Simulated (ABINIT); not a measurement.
# Li3ClO (Pm-3m): third-order response

Wanted: vibrational spectra of Li3ClO (Pm-3m) from linear and non-linear response.

Method: DFT LDA, scalar-relativistic, plane waves, PseudoDojo norm-conserving pseudopotentials, in ABINIT 10.8.3.

## 1. Starting point

It takes space group Pm-3m (No. 221, cubic). Conventional cell: a = 4.406 Å, b = 4.406 Å, c = 4.406 Å, α = 90.00°, β = 90.00°, γ = 90.00°. Nearest to Cl lie 12 Li at 3.12 Å. Nearest to O lie 6 Li at 2.20 Å. Nearest to Li lie 2 O at 2.20 Å. Farther neighbours and most contacts between anions are not listed.

## 2. A probe with smearing

A first run with smearing and empty bands tells whether the crystal has a gap, which decides between fixed occupations and smearing later on.

Input file probe.abi:

```
# ground state
tolvrs 1.0d-08
prtden 1
prtwf 1

# basis, mesh and filling
ecut 36.0
ngkpt 4 4 4
nshiftk 1
shiftk 0.0 0.0 0.0
istwfk *1
occopt 7
tsmear 0.005
nband 18
nstep 100
diemac 9.0
prtebands 0
prtgsr 0

# cell and atoms
acell 3*1.0 Angstrom
rprim 
    4.4064 0.0 0.0
    0.0 4.4064 0.0
    0.0 0.0 4.4064
ntypat 3
znucl 17 8 3
natom 5
typat 1 2 3 3 3
xred 
    0.0 0.0 0.0
    0.5 0.5 0.5
    0.5 0.5 0.0
    0.5 0.0 0.5
    0.0 0.5 0.5
pp_dirpath "./pseudo"
pseudos "Cl.upf, O.upf, Li.upf"
```

Started as:

```
$ OMP_NUM_THREADS=1 mpirun -n 4 abinit probe.abi > probe.log
```

Numbers of over 12 decimals in the logs are rounded to 6 here.

probe.abo, the main output file:

```text
[banners, grids, parts of the stress and lines that vanish by symmetry left out]
- input  file    -> probe.abi
- output file    -> probe.abo
- root for input  files -> probei
[...]
Symmetries : space group Pm -3 m (#221); Bravais cP (primitive cubic)
[...]
mpw =        6031          nfft =      110592          nkpt =          10
[...]
== DATASET  1 ==================================================================
[...]
cutoff_energies: {ecut:  36.0, pawecutdg:  -1.0, }
[...]
ETOT  1  -54.135320619163    -5.414E+01 7.596E-02 1.681E+03
 ETOT  2  -53.342961999532     7.924E-01 5.776E-03 4.568E+03
 ETOT  3  -54.397604869873    -1.055E+00 1.201E-02 3.582E+02
 ETOT  4  -54.463659144161    -6.605E-02 7.425E-04 1.270E+01
 ETOT  5  -54.464724338186    -1.065E-03 2.829E-04 2.196E+00
[...]
ETOT 10  -54.464963477962    -5.919E-09 3.633E-05 2.410E-07
 ETOT 11  -54.464963477989    -2.674E-11 3.916E-05 2.907E-09
 At SCF step   11       vres2   =  2.91E-09 < tolvrs=  1.00E-08 =>converged.
[...]
sigma(1 1)=  3.98082307E-04  sigma(3 2)=  0.00000000E+00
  sigma(2 2)=  3.98082307E-04  sigma(3 1)=  0.00000000E+00
  sigma(3 3)=  3.98082307E-04  sigma(2 1)=  0.00000000E+00
[...]
convergence: {deltae: -2.674E-11, res2:  2.907E-09, residm:  3.916E-05, diffor: null, }
etotal    :  -5.44649635E+01
[...]
sigma(1 1)=  3.98082307E-04  sigma(3 2)=  0.00000000E+00
  sigma(2 2)=  3.98082307E-04  sigma(3 1)=  0.00000000E+00
  sigma(3 3)=  3.98082307E-04  sigma(2 1)=  0.00000000E+00
[...]
- sigma(1 1)=  1.17119858E+01  sigma(3 2)=  0.00000000E+00
- sigma(2 2)=  1.17119858E+01  sigma(3 1)=  0.00000000E+00
- sigma(3 3)=  1.17119858E+01  sigma(2 1)=  0.00000000E+00
[...]
fcart     -0.0000000000E+00 -0.0000000000E+00 -0.0000000000E+00
           strten      3.9808230733E-04  3.9808230733E-04  3.9808230733E-04
================================================================================

[key lines of the parts left out:]
pressure_GPa:  -1.1712E+01
```

Elapsed: 11 s, on 4 MPI ranks of Arm Neoverse V2, shared host.

Read from the output:

| Property | Result |
| --- | --- |
| volume per atom | 17.11 Å³ |
| pressure | -11.71 GPa |
| gap on the k-mesh | 2.871 eV |

A gap of 2.9 eV opens on this mesh, so the crystal is taken as an insulator; the printed pressure holds the stress of the finite basis too.

## 3. Rough relaxation

The typed start is rough, so a first relaxation with smearing and loose thresholds takes it towards rest cheaply.

Input file prerelax.abi:

```
# relaxation
ionmov 2
optcell 2
dilatmx 1.15
chkdilatmx 0
ntime 40
tolmxf 3.0d-04
tolvrs 1.0d-10
prtwf 0
prtden 0
chksymtnons 0

# basis, mesh and filling
ecut 36.0
ecutsm 3.0
ngkpt 4 4 4
nshiftk 1
shiftk 0.0 0.0 0.0
istwfk *1
occopt 7
tsmear 0.005
nband 18
nstep 100
diemac 9.0
prtebands 0
prtgsr 0

# cell and atoms
acell 3*1.0 Angstrom
rprim 
    4.4064 0.0 0.0
    0.0 4.4064 0.0
    0.0 0.0 4.4064
ntypat 3
znucl 17 8 3
natom 5
typat 1 2 3 3 3
xred 
    0.0 0.0 0.0
    0.5 0.5 0.5
    0.5 0.5 0.0
    0.5 0.0 0.5
    0.0 0.5 0.5
pp_dirpath "./pseudo"
pseudos "Cl.upf, O.upf, Li.upf"
```

Started as:

```
$ OMP_NUM_THREADS=1 mpirun -n 4 abinit prerelax.abi > prerelax.log
```

prerelax.abo, the main output file:

```text
[banners, grids, parts of the stress and lines that vanish by symmetry left out]
- input  file    -> prerelax.abi
- output file    -> prerelax.abo
- root for input  files -> prerelaxi
[...]
Symmetries : space group Pm -3 m (#221); Bravais cP (primitive cubic)
[...]
mpw =        9104          nfft =      157464          nkpt =          10
[...]
== DATASET  1 ==================================================================
[...]
cutoff_energies: {ecut:  36.0, pawecutdg:  -1.0, }
[...]
ETOT  1  -54.116361670994    -5.412E+01 1.036E-01 2.470E+03
 ETOT  2  -53.258827395809     8.575E-01 4.445E-03 7.021E+03
 ETOT  3  -54.400558028647    -1.142E+00 1.250E-02 4.990E+02
 ETOT  4  -54.460700471681    -6.014E-02 5.029E-04 4.600E+01
 ETOT  5  -54.464451104771    -3.751E-03 1.454E-04 1.530E+00
[...]
At SCF step   12       vres2   =  6.84E-11 < tolvrs=  1.00E-10 =>converged.
[...]
ETOT  8  -54.526705890588    -1.592E-12 1.859E-10 1.626E-11
 At SCF step    8       vres2   =  1.63E-11 < tolvrs=  1.00E-10 =>converged.
[...]
sigma(1 1)=  6.13125903E-07  sigma(3 2)=  0.00000000E+00
  sigma(2 2)=  6.13125903E-07  sigma(3 1)=  0.00000000E+00
  sigma(3 3)=  6.13125903E-07  sigma(2 1)=  0.00000000E+00
[...]
convergence: {deltae: -1.592E-12, res2:  1.626E-11, residm:  1.859E-10, diffor: null, }
etotal    :  -5.45267059E+01
[...]
At Broyd/MD step   8, gradients are converged :
[...]
sigma(1 1)=  6.13125903E-07  sigma(3 2)=  0.00000000E+00
  sigma(2 2)=  6.13125903E-07  sigma(3 1)=  0.00000000E+00
  sigma(3 3)=  6.13125903E-07  sigma(2 1)=  0.00000000E+00
[...]
- sigma(1 1)=  1.80387869E-02  sigma(3 2)=  0.00000000E+00
- sigma(2 2)=  1.80387869E-02  sigma(3 1)=  0.00000000E+00
- sigma(3 3)=  1.80387869E-02  sigma(2 1)=  0.00000000E+00
[...]
fcart     -0.0000000000E+00 -0.0000000000E+00 -0.0000000000E+00
           strten      6.1312590313E-07  6.1312590313E-07  6.1312590313E-07
================================================================================

[key lines of the parts left out:]
pressure_GPa:  -1.8039E-02
Total energy (etotal) [Ha]= -5.45267058905883E+01
```

It took 2 min on 4 MPI ranks.

Relaxation path:

```
step  energy less that of the first step (eV)  largest force (eV/Å)  volume (Å³)
   1                                   0.0000                0.0000        85.56
   2                                  -0.2114                0.0000        82.59
   3                                   2.3679                0.0000        31.94
   4                                  -1.2091                0.0000        67.49
   5                                  -1.5610                0.0000        60.12
   6                                  -1.6737                0.0000        51.43
   7                                  -1.6911                0.0000        53.87
   8                                  -1.6914                0.0000        53.56
```

```
     cell as run  before  after   change
           a (Å)   4.406  3.770  -14.5 %
           b (Å)   4.406  3.770  -14.5 %
           c (Å)   4.406  3.770  -14.5 %
volume (Å³/atom)   17.11  10.71  -37.4 %
```

Final coordinates:

```
Cl O Li
1.0
     3.76957    0.00000    0.00000
     0.00000    3.76957    0.00000
     0.00000    0.00000    3.76957
Cl O Li
1 1 3
Direct
  0.00000 0.00000 0.00000
  0.50000 0.50000 0.50000
  0.50000 0.50000 0.00000
  0.50000 0.00000 0.50000
  0.00000 0.50000 0.50000
```

Numbers from this step:

| Property | Result |
| --- | --- |
| volume per atom | 10.71 Å³ |
| pressure | -0.01804 GPa |
| gap on the k-mesh | 4.702 eV |

The volume changes by -37.4 % in this run and stands -37.4 % from the first cell.

## 4. Rough relaxation

The cell changed much, so the rough relaxation is repeated on a basis made for the new cell.

Changes to prerelax.abi since step 3:

```diff
@@ -30,5 +30,5 @@
 rprim 
-    4.4064 0.0 0.0
-    0.0 4.4064 0.0
-    0.0 0.0 4.4064
+    3.769571497 0.0 0.0
+    0.0 3.769571497 0.0
+    0.0 0.0 3.769571497
 ntypat 3
```

prerelax.abo, the main output file:

```text
[banners, grids, parts of the stress and lines that vanish by symmetry left out]
- input  file    -> prerelax.abi
- output file    -> prerelax.abo
- root for input  files -> prerelaxi
[...]
Symmetries : space group Pm -3 m (#221); Bravais cP (primitive cubic)
[...]
mpw =        5702          nfft =      110592          nkpt =          10
[...]
== DATASET  1 ==================================================================
[...]
cutoff_energies: {ecut:  36.0, pawecutdg:  -1.0, }
[...]
ETOT  1  -54.222693640497    -5.422E+01 5.509E-02 2.471E+03
 ETOT  2  -53.915652359967     3.070E-01 2.982E-02 3.426E+03
 ETOT  3  -54.489782604318    -5.741E-01 1.198E-02 2.586E+02
 ETOT  4  -54.524944379113    -3.516E-02 1.181E-03 9.185E+00
 ETOT  5  -54.525761760031    -8.174E-04 6.564E-04 6.061E+00
[...]
ETOT 10  -54.526705863805    -4.619E-12 4.336E-06 2.511E-10
 ETOT 11  -54.526705863806    -8.740E-13 4.038E-06 6.716E-13
 At SCF step   11       vres2   =  6.72E-13 < tolvrs=  1.00E-10 =>converged.
[...]
sigma(1 1)=  6.13515895E-07  sigma(3 2)=  0.00000000E+00
  sigma(2 2)=  6.13515895E-07  sigma(3 1)=  0.00000000E+00
  sigma(3 3)=  6.13515895E-07  sigma(2 1)=  0.00000000E+00
[...]
convergence: {deltae: -8.740E-13, res2:  6.716E-13, residm:  4.038E-06, diffor: null, }
etotal    :  -5.45267059E+01
[...]
At Broyd/MD step   1, gradients are converged :
[...]
sigma(1 1)=  6.13515895E-07  sigma(3 2)=  0.00000000E+00
  sigma(2 2)=  6.13515895E-07  sigma(3 1)=  0.00000000E+00
  sigma(3 3)=  6.13515895E-07  sigma(2 1)=  0.00000000E+00
[...]
- sigma(1 1)=  1.80502608E-02  sigma(3 2)=  0.00000000E+00
- sigma(2 2)=  1.80502608E-02  sigma(3 1)=  0.00000000E+00
- sigma(3 3)=  1.80502608E-02  sigma(2 1)=  0.00000000E+00
[...]
fcart     -0.0000000000E+00 -0.0000000000E+00 -0.0000000000E+00
           strten      6.1351589472E-07  6.1351589472E-07  6.1351589472E-07
================================================================================

[key lines of the parts left out:]
pressure_GPa:  -1.8050E-02
Total energy (etotal) [Ha]= -5.45267058638058E+01
```

The job ended after 11 s (4 MPI ranks; 42 s of CPU time).

Little changed from the start: no atom moved by 0.005 Å and no cell edge by 0.1 %.

This step gave:

| Item | Value |
| --- | --- |
| pressure | -0.01805 GPa |

The volume changes by +0.0 % in this run and stands -37.4 % from the first cell.

## 5. Relaxing the cell and atoms

The harmonic expansion needs vanishing forces, and a free crystal bears no stress, so cell and atoms are brought to rest. Stress is more sensitive to the basis than forces are: the last 3 Ha under the cutoff are smoothed with ecutsm, and the cutoff is raised above that of the later runs.

Input file relax.abi:

```
# relaxation
ionmov 2
optcell 2
dilatmx 1.08
ntime 40
tolmxf 1.0d-05
tolvrs 1.0d-14
prtwf 0
prtden 0
chksymtnons 0

# basis, mesh and filling
ecut 44.0
ecutsm 3.0
ngkpt 4 4 4
nshiftk 1
shiftk 0.0 0.0 0.0
istwfk *1
occopt 1
nband 11
nstep 100
diemac 9.0
prtebands 0
prtgsr 0

# cell and atoms
acell 3*1.0 Angstrom
rprim 
    3.7695715 0.0 0.0
    0.0 3.7695715 0.0
    0.0 0.0 3.7695715
ntypat 3
znucl 17 8 3
natom 5
typat 1 2 3 3 3
xred 
    0.0 0.0 0.0
    0.5 0.5 0.5
    0.5 0.5 0.0
    0.5 0.0 0.5
    0.0 0.5 0.5
pp_dirpath "./pseudo"
pseudos "Cl.upf, O.upf, Li.upf"
```

Started as:

```
$ OMP_NUM_THREADS=1 mpirun -n 4 abinit relax.abi > relax.log
```

relax.abo, the main output file:

```text
[banners, grids, parts of the stress and lines that vanish by symmetry left out]
- input  file    -> relax.abi
- output file    -> relax.abo
- root for input  files -> relaxi
[...]
Symmetries : space group Pm -3 m (#221); Bravais cP (primitive cubic)
[...]
mpw =        6382          nfft =      110592          nkpt =          10
[...]
== DATASET  1 ==================================================================
[...]
cutoff_energies: {ecut:  44.0, pawecutdg:  -1.0, }
[...]
ETOT  1  -54.174406078571    -5.417E+01 2.750E-01 1.663E+03
 ETOT  2  -54.324572039090    -1.502E-01 6.245E-04 1.036E+03
 ETOT  3  -54.493079085465    -1.685E-01 1.669E-03 2.572E+02
 ETOT  4  -54.526611200131    -3.353E-02 9.076E-04 4.707E+00
 ETOT  5  -54.526605791322     5.409E-06 8.281E-06 5.840E+00
[...]
At SCF step   14       vres2   =  3.38E-15 < tolvrs=  1.00E-14 =>converged.
[...]
sigma(1 1)=  4.41410670E-07  sigma(3 2)=  0.00000000E+00
  sigma(2 2)=  4.41410670E-07  sigma(3 1)=  0.00000000E+00
  sigma(3 3)=  4.41410670E-07  sigma(2 1)=  0.00000000E+00
[...]
convergence: {deltae: -2.274E-13, res2:  3.383E-15, residm:  3.221E-17, diffor: null, }
etotal    :  -5.45275160E+01
[...]
ETOT  1  -54.527516023730    -5.453E+01 3.134E-12 2.491E-04
[...]
At SCF step    8       vres2   =  2.31E-15 < tolvrs=  1.00E-14 =>converged.
[...]
sigma(1 1)=  3.56115247E-07  sigma(3 2)=  0.00000000E+00
  sigma(2 2)=  3.56115247E-07  sigma(3 1)=  0.00000000E+00
  sigma(3 3)=  3.56115247E-07  sigma(2 1)=  0.00000000E+00
[...]
convergence: {deltae: -4.597E-12, res2:  2.315E-15, residm:  2.336E-18, diffor: null, }
etotal    :  -5.45275161E+01
[...]
ETOT  1  -54.527515513797    -5.453E+01 1.249E-10 4.338E-03
[...]
ETOT  8  -54.527516065973    -9.948E-13 3.870E-17 3.786E-14
 ETOT  9  -54.527516065971     2.089E-12 2.654E-19 3.986E-15
 At SCF step    9       vres2   =  3.99E-15 < tolvrs=  1.00E-14 =>converged.
[...]
sigma(1 1)= -9.08810063E-11  sigma(3 2)=  0.00000000E+00
  sigma(2 2)= -9.08810037E-11  sigma(3 1)=  0.00000000E+00
  sigma(3 3)= -9.08810037E-11  sigma(2 1)=  0.00000000E+00
[...]
convergence: {deltae:  2.089E-12, res2:  3.986E-15, residm:  2.654E-19, diffor: null, }
etotal    :  -5.45275161E+01
[...]
At Broyd/MD step   3, gradients are converged :
[...]
sigma(1 1)= -9.08810063E-11  sigma(3 2)=  0.00000000E+00
  sigma(2 2)= -9.08810037E-11  sigma(3 1)=  0.00000000E+00
  sigma(3 3)= -9.08810037E-11  sigma(2 1)=  0.00000000E+00
[...]
- sigma(1 1)= -2.67381152E-06  sigma(3 2)=  0.00000000E+00
- sigma(2 2)= -2.67381144E-06  sigma(3 1)=  0.00000000E+00
- sigma(3 3)= -2.67381144E-06  sigma(2 1)=  0.00000000E+00
[...]
fcart     -0.0000000000E+00 -0.0000000000E+00 -0.0000000000E+00
           strten     -9.0881006280E-11 -9.0881003677E-11 -9.0881003677E-11
================================================================================

[key lines of the parts left out:]
pressure_GPa:   2.6738E-06
Total energy (etotal) [Ha]= -5.45275160659707E+01
```

Elapsed: 18 s, on 4 MPI ranks; 71 s of CPU time.

Little changed from the start: no atom moved by 0.005 Å and no cell edge by 0.1 %.

Read from the output:

```
pressure : 2.67e-6 GPa
```

The volume changes by -0.0 % in this run and stands -37.4 % from the first cell.

## 6. Ground state

First-order wavefunctions inherit every error of the ground state, hence the very tight tolvrs. The mesh is shifted off Γ, since shifted meshes converge sums over the zone faster.

Input file gs.abi:

```
# ground state
tolvrs 1.0d-16
prtden 1
prtwf 1

# basis, mesh and filling
ecut 36.0
ngkpt 4 4 4
nshiftk 1
shiftk 0.5 0.5 0.5
istwfk *1
occopt 1
nband 11
nstep 100
diemac 9.0
prtebands 0
prtgsr 0

# cell and atoms
acell 3*1.0 Angstrom
rprim 
    3.769313216 0.0 0.0
    0.0 3.769313216 0.0
    0.0 0.0 3.769313216
ntypat 3
znucl 17 8 3
natom 5
typat 1 2 3 3 3
xred 
    0.0 0.0 0.0
    0.5 0.5 0.5
    0.5 0.5 0.0
    0.5 0.0 0.5
    0.0 0.5 0.5
pp_dirpath "./pseudo"
pseudos "Cl.upf, O.upf, Li.upf"
```

Started as:

```
$ OMP_NUM_THREADS=1 mpirun -n 4 abinit gs.abi > gs.log
```

gs.abo, the main output file:

```text
[banners, grids, parts of the stress and lines that vanish by symmetry left out]
- input  file    -> gs.abi
- output file    -> gs.abo
- root for input  files -> gsi
[...]
Symmetries : space group Pm -3 m (#221); Bravais cP (primitive cubic)
[...]
mpw =        3740          nfft =       64000          nkpt =           4
[...]
== DATASET  1 ==================================================================
[...]
cutoff_energies: {ecut:  36.0, pawecutdg:  -1.0, }
[...]
ETOT  1  -54.215091461916    -5.422E+01 1.758E-01 1.358E+03
 ETOT  2  -53.976369404586     2.387E-01 2.541E-04 1.757E+03
 ETOT  3  -54.500590168566    -5.242E-01 3.353E-03 1.237E+02
 ETOT  4  -54.526707599420    -2.612E-02 8.948E-04 1.792E+00
 ETOT  5  -54.526888706340    -1.811E-04 3.970E-07 1.276E+00
[...]
ETOT 13  -54.527223890491     2.110E-12 1.279E-17 1.279E-15
 ETOT 14  -54.527223890490     1.236E-12 7.783E-20 8.920E-17
 At SCF step   14       vres2   =  8.92E-17 < tolvrs=  1.00E-16 =>converged.
[...]
sigma(1 1)=  1.49781832E-05  sigma(3 2)=  0.00000000E+00
  sigma(2 2)=  1.49781832E-05  sigma(3 1)=  0.00000000E+00
  sigma(3 3)=  1.49781832E-05  sigma(2 1)=  0.00000000E+00
[...]
convergence: {deltae:  1.236E-12, res2:  8.920E-17, residm:  7.783E-20, diffor: null, }
etotal    :  -5.45272239E+01
[...]
sigma(1 1)=  1.49781832E-05  sigma(3 2)=  0.00000000E+00
  sigma(2 2)=  1.49781832E-05  sigma(3 1)=  0.00000000E+00
  sigma(3 3)=  1.49781832E-05  sigma(2 1)=  0.00000000E+00
[...]
- sigma(1 1)=  4.40673365E-01  sigma(3 2)=  0.00000000E+00
- sigma(2 2)=  4.40673365E-01  sigma(3 1)=  0.00000000E+00
- sigma(3 3)=  4.40673365E-01  sigma(2 1)=  0.00000000E+00
[...]
fcart     -0.0000000000E+00 -0.0000000000E+00 -0.0000000000E+00
           strten      1.4978183237E-05  1.4978183237E-05  1.4978183237E-05
================================================================================

[key lines of the parts left out:]
pressure_GPa:  -4.4067E-01
```

Elapsed: 3.6 s, on 4 MPI ranks; 14 s of CPU time.

Read from the output:

* pressure: -0.4407 GPa

The cell stands at -0.44 GPa: the relaxation ran with a smoothed and higher cutoff and on another k mesh.

## 7. Empty bands

Empty bands on the ground state's density check that the gap assumed so far is there in this cell.

Input file gap.abi:

```
# empty bands on the ground state's density
iscf -2
getden_filepath "gso_DEN"
tolwfr 1.0d-12
nbdbuf 2
prtwf 0

# basis, mesh and filling
ecut 36.0
ngkpt 4 4 4
nshiftk 1
shiftk 0.0 0.0 0.0
istwfk *1
occopt 1
nband 15
nstep 100
diemac 9.0
prtebands 0
prtgsr 0

# cell and atoms
acell 3*1.0 Angstrom
rprim 
    3.769313216 0.0 0.0
    0.0 3.769313216 0.0
    0.0 0.0 3.769313216
ntypat 3
znucl 17 8 3
natom 5
typat 1 2 3 3 3
xred 
    0.0 0.0 0.0
    0.5 0.5 0.5
    0.5 0.5 0.0
    0.5 0.0 0.5
    0.0 0.5 0.5
pp_dirpath "./pseudo"
pseudos "Cl.upf, O.upf, Li.upf"
```

Started as:

```
$ OMP_NUM_THREADS=1 mpirun -n 4 abinit gap.abi > gap.log
```

gap.abo, the main output file:

```text
[banners, grids, parts of the stress and lines that vanish by symmetry left out]
- input  file    -> gap.abi
- output file    -> gap.abo
- root for input  files -> gapi
[...]
Symmetries : space group Pm -3 m (#221); Bravais cP (primitive cubic)
[...]
mpw =        3764          nfft =       64000          nkpt =          10
[...]
== DATASET  1 ==================================================================
[...]
cutoff_energies: {ecut:  36.0, pawecutdg:  -1.0, }
[...]
-outvars: echo values of variables after computation
            acell      1.8897261259E+00  1.8897261259E+00  1.8897261259E+00 Bohr
================================================================================
```

Wall time 4.7 s (4 MPI ranks).

This step gave:

```
gap on the k-mesh : 4.700 eV
```

In this cell the gap on the mesh is 4.7 eV, direct, so fixed occupations hold.

(Part 1 of 3 ends here.)

[Host names and launcher messages were left out of these logs when they were recorded.]

[Logs are printed without paths, hosts, clocks, repeated set-up lines and the standing remarks that a program may print on its own settings, such as how far it seeks lower states.]

[Hosts, paths, dates, database ids (printed as entryN), source tags and the programs' standing remarks are cut or masked in the printed files.]
